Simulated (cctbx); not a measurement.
# A crystallographic session in cctbx: V5ZnGa3

Library: cctbx 2025.11. The data are simulated by the first script.

## 1. Simulate the data

run.py:

```python
from cctbx import adptbx, crystal, miller, sgtbx, xray
from cctbx.array_family import flex
from iotbx.shelx import hklf
from scitbx import matrix
import scitbx.random

cs = crystal.symmetry(unit_cell=(7.58, 7.58, 5.218, 90, 90, 120), space_group_symbol='Hall: -P 6c 2')  # P6_3/mcm
atoms = [  # label, site, U (iso, or U11 U22 U33 U12 U13 U23 in A^2), occupancy
    ("Ga1", (0, 0.3847, 0.75), (0.0107, 0.0104, 0.0107, 0.0054, 0.0000, 0.0000), 1),
    ("Zn1", (0, 0, 0.5), (0.0110, 0.0110, 0.0116, 0.0055, 0.0000, 0.0000), 1),
    ("V1", (0, 0.713, 0.75), (0.0233, 0.0145, 0.0123, 0.0116, 0.0000, 0.0000), 1),
    ("V2", (1/3, 2/3, 0.5), (0.0229, 0.0229, 0.0238, 0.0115, 0.0000, 0.0000), 1),
]
xs = xray.structure(crystal_symmetry=cs)
for label, site, u, occ in atoms:
    u = adptbx.u_cif_as_u_star(cs.unit_cell(), u) if isinstance(u, tuple) else u
    xs.add_scatterer(xray.scatterer(label, site=site, u=u, occupancy=occ))
xs.set_inelastic_form_factors(0.71073, "sasaki")
xs.show_summary()
p1 = xs.expand_to_p1()
ms = miller.build_set(p1, anomalous_flag=True, d_min=0.6)
flex.set_random_seed(744423)
scitbx.random.set_random_seed(744423)
ms = ms.select(flex.random_double(ms.size()) < 0.5)
i = ms.structure_factors_from_scatterers(p1, algorithm="direct").f_calc().as_intensity_array().data()
i = i * 40000 / flex.max(i)
sig = flex.sqrt(i + flex.pow2(0.02 * i) + 8 ** 2)
noise = scitbx.random.variate(scitbx.random.normal_distribution())(i.size())
data = ms.array(data=i + sig * noise, sigmas=sig).set_observation_type_xray_intensity()
with open("data.hkl", "w") as f:
    data.export_as_shelx_hklf(f)
print("reflections written:", data.size(), " <I/sigma> = %.1f" % flex.mean(data.data() / data.sigmas()))
for h, a, b in list(data.sort("data"))[:12]:
    print("%4d%4d%4d %9.1f %7.1f" % (h + (a, b)))
```

```console
$ python run.py
```

```text
Number of scatterers: 4
At special positions: 4
Unit cell: (7.58, 7.58, 5.218, 90, 90, 120)
Space group: P 63/m c m (No. 193)
reflections written: 2561  <I/sigma> = 13.3
  -3   0   0   41125.2   824.7
   3   0   0   40549.4   824.7
  -3   3   0   40025.7   824.7
   0   3   0   39857.3   824.7
   0   0  -4   29104.3   608.8
   0   0   4   29084.7   608.8
  -1   2   2   24236.8   490.6
  -2   1  -2   24021.1   490.6
   1   1  -2   23601.2   490.6
   1  -2   2   23419.4   490.6
   1  -2  -2   23326.1   490.6
  -2   1   2   23231.7   490.6
```

Run time: 0.22 s on 1 thread of Arm Neoverse V2 (shared host), peak memory 0.07 GiB.

## 2. Refinement (right model, isotropic)

run.py:

```python
import math
from cctbx import adptbx, crystal, maptbx, sgtbx, xray
from cctbx.array_family import flex
from cctbx.xray import observations
from iotbx.shelx import hklf
from scitbx.lstbx import normal_eqns_solving
from smtbx import absolute_structure, utils
from smtbx.refinement import constraints, least_squares

cs = crystal.symmetry(unit_cell=(7.58, 7.58, 5.218, 90, 90, 120), space_group_symbol='Hall: -P 6c 2')  # P6_3/mcm
atoms = [  # label, site, U (iso, or U11 U22 U33 U12 U13 U23 in A^2), occupancy
    ("Ga1", (0, 0.385, 0.75), 0.0200, 1),
    ("Zn1", (0, 0, 0.5), 0.0200, 1),
    ("V1", (0, 0.7203, 0.75), 0.0200, 1),
    ("V2", (1/3, 2/3, 0.5), 0.0200, 1),
]
xs = xray.structure(crystal_symmetry=cs)
for label, site, u, occ in atoms:
    u = adptbx.u_cif_as_u_star(cs.unit_cell(), u) if isinstance(u, tuple) else u
    xs.add_scatterer(xray.scatterer(label, site=site, u=u, occupancy=occ))
xs.set_inelastic_form_factors(0.71073, "sasaki")
raw = hklf.reader(file_name="data.hkl").as_miller_arrays(crystal_symmetry=cs, anomalous=True)[0]
merged = raw.eliminate_sys_absent().merge_equivalents()
fo2 = merged.array().set_observation_type_xray_intensity()
print("Rint %.3f, %d unique reflections to %.2f A" % (merged.r_int(), fo2.size(), fo2.d_min()))
for sc in xs.scatterers():
    sc.flags.set_grad_site(True)
    sc.flags.set_grad_u_aniso(sc.flags.use_u_aniso())
    sc.flags.set_grad_u_iso(sc.flags.use_u_iso())
obs = fo2.as_xray_observations()
extra = {}
rep = constraints.reparametrisation(xs, [], utils.connectivity_table(xs), **extra)
ls = least_squares.crystallographic_ls(obs, rep, weighting_scheme=least_squares.mainstream_shelx_weighting(a=0, b=0))
print("cycle     R1     wR2    GooF  max shift (A)")
for cycle in range(8):
    ls.build_up()
    r1, wr2, goof = ls.r1_factor(cutoff_factor=2)[0], ls.wR2(), ls.goof()
    old = xs.sites_cart()
    normal_eqns_solving.levenberg_marquardt_iterations(ls, n_max_iterations=3, tau=1e-06, step_threshold=1e-7)
    big = flex.max((xs.sites_cart() - old).norms())
    print("%4d %7.4f %7.4f %7.3f %9.5f" % (cycle + 1, r1, wr2, goof, big))
    ls.build_up(objective_only=True)
    if abs(ls.wR2() - wr2) < 5e-5 and big < 5e-4:
        break
ls.build_up()
print("final R1 %.4f wR2 %.4f GooF %.3f  parameters %d  data/parameter %.1f" % (ls.r1_factor(cutoff_factor=2)[0], ls.wR2(), ls.goof(), ls.n_parameters, fo2.size() / ls.n_parameters))
cov = ls.covariance_matrix_and_annotations()
su = dict(zip(cov.annotations, (math.sqrt(max(v, 0)) for v in cov.matrix.matrix_packed_u_diagonal())))
a2 = cs.unit_cell().reciprocal_parameters()[0] ** -2
print("atom        x        y        z      Ueq    occ   su(xyz)  su(Uiso or U11)")
for sc in xs.scatterers():
    s = max(su.get(sc.label + k, 0) for k in (".x", ".y", ".z"))
    npd = "" if sc.is_positive_definite_u(cs.unit_cell()) else "  NPD"
    print("%-5s %8.5f %8.5f %8.5f %8.4f %6.3f %8.5f %7.4f%s" % ((sc.label,) + sc.site + (sc.u_iso_or_equiv(cs.unit_cell()), sc.occupancy, s, su.get(sc.label + ".uiso", su.get(sc.label + ".u11", 0) * a2), npd)))
fo = fo2.f_sq_as_f()
fc = fo.structure_factors_from_scatterers(xs, algorithm="direct").f_calc()
diff = fo.f_obs_minus_f_calc(1 / math.sqrt(ls.scale_factor()), fc).average_bijvoet_mates()
m = diff.fft_map(symmetry_flags=maptbx.use_space_group_symmetry, resolution_factor=0.25).apply_volume_scaling()
print("difference map: max %.2f min %.2f rms %.2f" % (m.statistics().max(), m.statistics().min(), m.statistics().sigma()))
peaks = m.peak_search(parameters=maptbx.peak_search_parameters(min_distance_sym_equiv=0.6, max_clusters=6)).all()
near = xs.closest_distances(peaks.sites(), distance_cutoff=4)
sps = cs.special_position_settings(min_distance_sym_equiv=0.5)
for k, (x, h) in enumerate(zip(peaks.sites(), peaks.heights())):
    ss = sps.site_symmetry(x)
    print("Q%-3d %7.4f %7.4f %7.4f %4d %7.2f  %.2f A from %s" % ((k + 1,) + tuple(t % 1 for t in ss.exact_site()) + (ss.multiplicity(), h, near.smallest_distances[k], xs.scatterers()[near.i_seqs[k]].label)))
```

```console
$ python run.py
```

```text
Rint 0.027, 256 unique reflections to 0.60 A
cycle     R1     wR2    GooF  max shift (A)
   1  0.1559  0.3394  18.262   0.05713
   2  0.0341  0.0740   3.984   0.00003
final R1 0.0341 wR2 0.0740 GooF 3.984  parameters 6  data/parameter 42.7
atom        x        y        z      Ueq    occ   su(xyz)  su(Uiso or U11)
Ga1    0.00000  0.38456  0.75000   0.0107  1.000  0.00011  0.0002
Zn1    0.00000  0.00000  0.50000   0.0110  1.000  0.00000  0.0003
V1     0.00000  0.71276  0.75000   0.0156  1.000  0.00019  0.0003
V2     0.33333  0.66667  0.50000   0.0230  1.000  0.00000  0.0004
difference map: max 5.68 min -3.35 rms 0.36
Q1    0.0587  0.3130  0.2500   12    5.75  0.39 A from V1
Q2    0.0000  0.0000  0.0822    4    0.85  0.43 A from Zn1
Q3    0.0000  0.2121  0.1232   12    0.75  0.87 A from V1
Q4    0.1706  0.3377  0.2500   12    0.74  1.15 A from V1
Q5    0.0635  0.1270  0.0000   12    0.71  0.83 A from Zn1
Q6    0.1615  0.4392  0.2500   12    0.64  1.19 A from V1
```

Time: 0.33 s.

Figures of merit this high mean that the model is still wrong or incomplete.

## 3. Refinement (right model, anisotropic)

run.py, as its changes from the last script of this kind:

```diff
@@ -12,4 +12,4 @@
-    ("Ga1", (0, 0.385, 0.75), 0.0200, 1),
-    ("Zn1", (0, 0, 0.5), 0.0200, 1),
-    ("V1", (0, 0.7203, 0.75), 0.0200, 1),
-    ("V2", (1/3, 2/3, 0.5), 0.0200, 1),
+    ("Ga1", (0, 0.38456, 0.75), 0.0107, 1),
+    ("Zn1", (0, 0, 0.5), 0.0110, 1),
+    ("V1", (0, 0.71276, 0.75), 0.0156, 1),
+    ("V2", (1/3, 2/3, 0.5), 0.0230, 1),
@@ -21,0 +22 @@
+xs.convert_to_anisotropic()
```

```console
$ python run.py
```

```text
Rint 0.027, 256 unique reflections to 0.60 A
cycle     R1     wR2    GooF  max shift (A)
   1  0.0341  0.0740   4.032   0.00224
   2  0.0085  0.0166   0.904   0.00000
final R1 0.0085 wR2 0.0166 GooF 0.904  parameters 12  data/parameter 21.3
atom        x        y        z      Ueq    occ   su(xyz)  su(Uiso or U11)
Ga1    0.00000  0.38469  0.75000   0.0106  1.000  0.00003  0.0001
Zn1    0.00000  0.00000  0.50000   0.0112  1.000  0.00000  0.0001
V1     0.00000  0.71306  0.75000   0.0158  1.000  0.00004  0.0001
V2     0.33333  0.66667  0.50000   0.0232  1.000  0.00000  0.0001
difference map: max 0.48 min -0.73 rms 0.11
Q1    0.0000  0.0000  0.1163    4    0.49  0.61 A from Zn1
Q2    0.1600  0.5133  0.2500   12    0.48  1.53 A from V1
Q3    0.3333  0.6667  0.1739    8    0.46  0.91 A from V2
Q4    0.0589  0.2937  0.7500   12    0.39  0.99 A from Ga1
Q5    0.0000  0.0000  0.7500    2    0.38  1.30 A from Zn1
Q6    0.1630  0.3607  0.7500   12    0.32  1.31 A from V1
```

Time: 0.32 s.

## 4. Refinement

run.py, as its changes from the last script of this kind:

```diff
@@ -13 +13 @@
-    ("Zn1", (0, 0, 0.5), 0.0110, 1),
+    ("Ge1", (0, 0, 0.5), 0.0110, 1),
@@ -36 +36 @@
-for cycle in range(8):
+for cycle in range(12):
```

```console
$ python run.py
```

```text
Rint 0.027, 256 unique reflections to 0.60 A
cycle     R1     wR2    GooF  max shift (A)
   1  0.0505  0.1033   5.624   0.00153
   2  0.0156  0.0315   1.714   0.00000
final R1 0.0156 wR2 0.0315 GooF 1.714  parameters 12  data/parameter 21.3
atom        x        y        z      Ueq    occ   su(xyz)  su(Uiso or U11)
Ga1    0.00000  0.38467  0.75000   0.0102  1.000  0.00005  0.0001
Ge1    0.00000  0.00000  0.50000   0.0142  1.000  0.00000  0.0002
V1     0.00000  0.71296  0.75000   0.0154  1.000  0.00008  0.0003
V2     0.33333  0.66667  0.50000   0.0228  1.000  0.00000  0.0002
difference map: max 0.61 min -1.57 rms 0.17
Q1    0.0000  0.4385  0.7500    6    0.63  0.41 A from Ga1
Q2    0.0000  0.0584  0.1228   12    0.60  0.78 A from Ge1
Q3    0.0000  0.0000  0.0000    2    0.55  0.00 A from Ge1
Q4    0.3333  0.6667  0.1784    8    0.54  0.93 A from V2
Q5    0.0000  0.3666  0.6767   12    0.51  0.41 A from Ga1
Q6    0.1599  0.5196  0.2500   12    0.50  1.56 A from V1
```

Time: 0.32 s.

This run holds a fault made on purpose: wrong element: Ge1 is Zn.

## 5. Refinement

run.py, as its changes from the last script of this kind:

```diff
@@ -13 +13 @@
-    ("Ge1", (0, 0, 0.5), 0.0110, 1),
+    ("Zn1", (0, 0, 0.5), 0.0110, 1),
@@ -21 +21 @@
-xs.set_inelastic_form_factors(0.71073, "sasaki")
+# no anomalous dispersion
```

```console
$ python run.py
```

```text
Rint 0.027, 256 unique reflections to 0.60 A
cycle     R1     wR2    GooF  max shift (A)
   1  0.0353  0.0757   4.124   0.00229
   2  0.0087  0.0174   0.945   0.00000
final R1 0.0087 wR2 0.0174 GooF 0.945  parameters 12  data/parameter 21.3
atom        x        y        z      Ueq    occ   su(xyz)  su(Uiso or U11)
Ga1    0.00000  0.38469  0.75000   0.0102  1.000  0.00003  0.0001
Zn1    0.00000  0.00000  0.50000   0.0107  1.000  0.00000  0.0001
V1     0.00000  0.71306  0.75000   0.0150  1.000  0.00004  0.0001
V2     0.33333  0.66667  0.50000   0.0224  1.000  0.00000  0.0001
difference map: max 0.52 min -0.73 rms 0.12
Q1    0.1540  0.5022  0.2500   12    0.53  1.46 A from V1
Q2    0.3333  0.6667  0.1747    8    0.52  0.91 A from V2
Q3    0.0000  0.0000  0.1115    4    0.48  0.58 A from Zn1
Q4    0.1702  0.3642  0.7500   12    0.46  1.28 A from V1
Q5    0.0490  0.3189  0.2500   12    0.37  0.33 A from V1
Q6    0.0000  0.0000  0.7500    2    0.34  1.30 A from Zn1
```

Time: 0.32 s.

This run holds a fault made on purpose: anomalous dispersion left out.

## 6. Refinement

run.py, as its changes from the last script of this kind:

```diff
@@ -21 +21 @@
-# no anomalous dispersion
+xs.set_inelastic_form_factors(1.54184, "sasaki")
```

```console
$ python run.py
```

```text
Rint 0.027, 256 unique reflections to 0.60 A
cycle     R1     wR2    GooF  max shift (A)
   1  0.0640  0.1387   7.553   0.00182
   2  0.0140  0.0357   1.945   0.00000
final R1 0.0140 wR2 0.0357 GooF 1.945  parameters 12  data/parameter 21.3
atom        x        y        z      Ueq    occ   su(xyz)  su(Uiso or U11)
Ga1    0.00000  0.38474  0.75000   0.0079  1.000  0.00005  0.0002
Zn1    0.00000  0.00000  0.50000   0.0073  1.000  0.00000  0.0002
V1     0.00000  0.71300  0.75000   0.0173  1.000  0.00009  0.0003
V2     0.33333  0.66667  0.50000   0.0247  1.000  0.00000  0.0003
difference map: max 1.14 min -1.12 rms 0.23
Q1    0.0000  0.0000  0.0788    4    1.15  0.41 A from Zn1
Q2    0.0936  0.1872  0.0000   12    0.72  1.23 A from Zn1
Q3    0.1042  0.2895  0.7500   12    0.71  1.31 A from Ga1
Q4    0.0000  0.2910  0.5200   12    0.68  1.39 A from Ga1
Q5    0.0000  0.0897  0.2500    6    0.60  1.47 A from Zn1
Q6    0.0000  0.3638  0.6711   12    0.58  0.44 A from Ga1
```

Run time: 0.37 s on 1 thread of Arm Neoverse V2, with other jobs on the host, peak memory 0.09 GiB.

This run holds a fault made on purpose: dispersion terms of the wrong wavelength.

[Logs are printed without paths, hosts, clocks, repeated set-up lines and the standing remarks that a program may print on its own settings, such as how far it seeks lower states.]
